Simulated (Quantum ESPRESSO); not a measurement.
# SiO2: quartz against stishovite under pressure

Which form of SiO2 has the lower enthalpy, and does pressure change the order? Both are relaxed at the same set pressures.

Calculated with Quantum ESPRESSO 7.5, PBEsol, PseudoDojo 0.4.1 norm-conserving potentials, cutoff 1170 eV, Fermi–Dirac smearing 0.02 eV, k-mesh 7×7×5, no spin polarisation, no spin-orbit coupling.

The stishovite cell takes smearing 0.02 eV and a 7×7×10 mesh.

Near zero pressure the quartz cell (P3_221, 9 atoms) is a = 4.9400 Å, b = 4.9400 Å, c = 5.4335 Å, α = 90.00°, β = 90.00°, γ = 120.00°; the stishovite cell (P4_2/mnm, 6 atoms) is a = 4.1868 Å, b = 4.1868 Å, c = 2.6756 Å, α = 90.00°, β = 90.00°, γ = 90.00°.

```csv
P (GPa),"V, quartz (Å³)","V, stishovite (Å³)",ΔE (meV),ΔH = ΔE + PΔV (meV)
−1,39.846,23.534,174.9,276.7
1,37.330,23.371,175.7,88.5
2,36.388,23.293,167.6,4.1
4,34.879,23.139,142.6,−150.5
6,33.676,22.992,109.9,−290.2
8,32.670,22.849,72.3,−418.1
```

Values are for a formula unit, differences are stishovite less quartz, and 1 GPa Å³ = 6.2415 meV. **Question.** Give ΔH at 0 GPa, a row left out above, and the pressure at which the two forms cross, if they do.

Least squares with ΔH = h0 + h1 P + h2 P² gives h0 = 180.8 meV, h1 = −91.80 meV/GPa and h2 = 2.144 meV/GPa². Since dH/dP = V, the slope should equal ΔV: −14.826 Å³ × 6.2415 = −92.54 meV/GPa at 0 GPa. At 0 GPa the fit gives 180.8 meV. The run itself gives 178.8 meV, so the estimate misses by 2.0 meV; the fitted rows themselves lie up to 2.7 meV off the law.

ΔH passes through zero at 2.1 GPa, above which the stishovite form is lower. The two differ in coordination, where semilocal energies can be off by tenths of an eV a formula unit, and the crossing with them by several GPa. Coesite, not calculated here, lies between them. This compares two forms alone, at zero temperature, without vibrations or barriers; other forms may lie lower. At this level the cristobalite form lies below both at 0 GPa.

[Logs are printed without paths, hosts, clocks, repeated set-up lines and the standing remarks that a program may print on its own settings, such as how far it seeks lower states.]
